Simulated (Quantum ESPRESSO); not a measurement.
Consider LaGaO3 (Pm-3m).

```
La Ga O
1.0
     3.91346    0.00000    0.00000
     0.00000    3.91346    0.00000
     0.00000    0.00000    3.91346
La Ga O
1 1 3
Direct
  0.50000 0.50000 0.50000
  0.00000 0.00000 0.00000
  0.50000 0.00000 0.00000
  0.00000 0.00000 0.50000
  0.00000 0.50000 0.00000
```

Absorber: atom 2, with 6 O at 1.96 Å (octahedral, site symmetry m-3m). Method: Quantum ESPRESSO XSpectra, LDA, full core hole (charged cell), 10-atom cell with 5.5 Å between holes, 5×5×5 k points, dipole transitions, Lorentzian half width 0.91 eV up to 4 eV, rising linearly to 1.75 eV at 25 eV (not a setting of the program: the run's 0.4 eV curve was folded afterwards with a further Lorentzian), without spin-orbit coupling.

Predict the near-edge structure at the Ga K edge.

Main maxima up to 30 eV above the zero (height): 9.1 eV (3.04), 19.5 eV (0.75) and 24.7 eV (0.75). A K edge sees empty p states on the absorber. 

The Ga K spectrum (energy from the lowest empty level; intensity scaled to a mean of 1 over the first 20 eV; folded afterwards to Lorentzian half width 0.91 eV up to 4 eV, rising linearly to 1.75 eV at 25 eV; the points at xe0, where the cut of filled states can leave a spike, are interpolated):

```csv
E (eV),intensity
-2.0,0.07
-1.0,0.09
0.0,0.11
1.0,0.15
2.0,0.23
3.0,0.34
4.0,0.53
5.0,0.78
6.0,0.94
7.0,1.24
8.0,2.21
9.0,3.04
10.0,2.46
11.0,1.56
12.0,1.19
13.0,0.93
14.0,0.72
15.0,0.63
16.0,0.60
17.0,0.63
18.0,0.69
19.0,0.75
20.0,0.75
21.0,0.71
22.0,0.68
23.0,0.71
24.0,0.74
25.0,0.75
26.0,0.70
27.0,0.62
28.0,0.58
29.0,0.56
30.0,0.53
31.0,0.50
32.0,0.50
```

The holes are only 5.5 Å apart, so the shape is probably not converged with cell size; no larger cell was run here. Lifetime broadening is put in by hand, and intensities beyond about 20 eV depend on it and on the partial waves; weight that the partial waves miss at high energy is lost. The structure is a computed Materials Project entry and may be a hypothetical form.

[Banner, clock and machine lines of the logs are left out without a mark of their own.]

[Logs are printed without paths, hosts, clocks, repeated set-up lines and the standing remarks that a program may print on its own settings, such as how far it seeks lower states.]

[Hosts, paths, dates, database ids (printed as entryN), source tags and the programs' standing remarks are cut or masked in the printed files.]

[Lists of maxima count a maximum above −3 eV only where it reaches 4 % of the highest in the window and stands out from its surroundings by 2 % of it (1.5 % where it reaches 55 %); shoulders and weaker maxima are passed over, and of the rest the first, up to two pre-edge ones and the few strongest are named.]
